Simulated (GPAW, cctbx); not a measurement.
# What do these deviations say about the bonding?

Mg3W, Pm-3m (no. 221), a = 4.1937 Å, b = 4.1937 Å, c = 4.1937 Å, α = 90.00°, β = 90.00°, γ = 90.00°.

| atom | mult. | x | y | z |
| --- | --- | --- | --- | --- |
| W1 | 1 | 0 | 0 | 0 |
| Mg1 | 3 | 1/2 | 1/2 | 0 |

The start was made by putting kin elements into a known structure type; the compound need not exist, or be stable, in this form.

Absolute values of the static structure factors of the conventional cell from DFT (PBE, GPAW) against free spherical atoms, in electrons:

| hkl | d (Å) | free atoms | crystal |
| --- | --- | --- | --- |
| 010 | 4.194 | 58.30 | 58.47 |
| 011 | 2.965 | 55.53 | 55.42 |
| 111 | 2.421 | 87.86 | 87.60 |
| 020 | 2.097 | 84.28 | 83.98 |
| 021 | 1.875 | 49.88 | 49.84 |
| 121 | 1.712 | 48.47 | 48.52 |
| 022 | 1.483 | 73.87 | 74.02 |
| 122 | 1.398 | 45.04 | 45.11 |
| 030 | 1.398 | 45.04 | 44.85 |
| 031 | 1.326 | 44.08 | 43.98 |

**Question.** Which way does charge move, and which reflections show it best?

Project each element's phase sum on the total phase. At low angle |F| should rise if density moves to atoms that scatter in phase and fall if it moves to atoms that scatter against it.

| hkl | W in phase | Mg in phase | change (e) | (%) |
| --- | --- | --- | --- | --- |
| 010 | +1.0 | -1.0 | +0.18 | +0.3 |
| 011 | +1.0 | -1.0 | -0.10 | -0.2 |
| 111 | +1.0 | +3.0 | -0.25 | -0.3 |
| 020 | +1.0 | +3.0 | -0.30 | -0.4 |
| 021 | +1.0 | -1.0 | -0.03 | -0.1 |
| 121 | +1.0 | -1.0 | +0.05 | +0.1 |
| 022 | +1.0 | +3.0 | +0.15 | +0.2 |
| 122 | +1.0 | -1.0 | +0.07 | +0.2 |

Low-angle reflections that set elements apart and change by more than 0.05 e: 010 and 011. The real-space density gives Voronoi charges W -0.05, Mg +0.02 e. The signs that these charges predict hold for 010 and fail for 011, so the simple rule can't give the direction here. The reflections see the density near the nuclei and the atoms' change of size and shape; Voronoi cells count what crosses the midplanes.
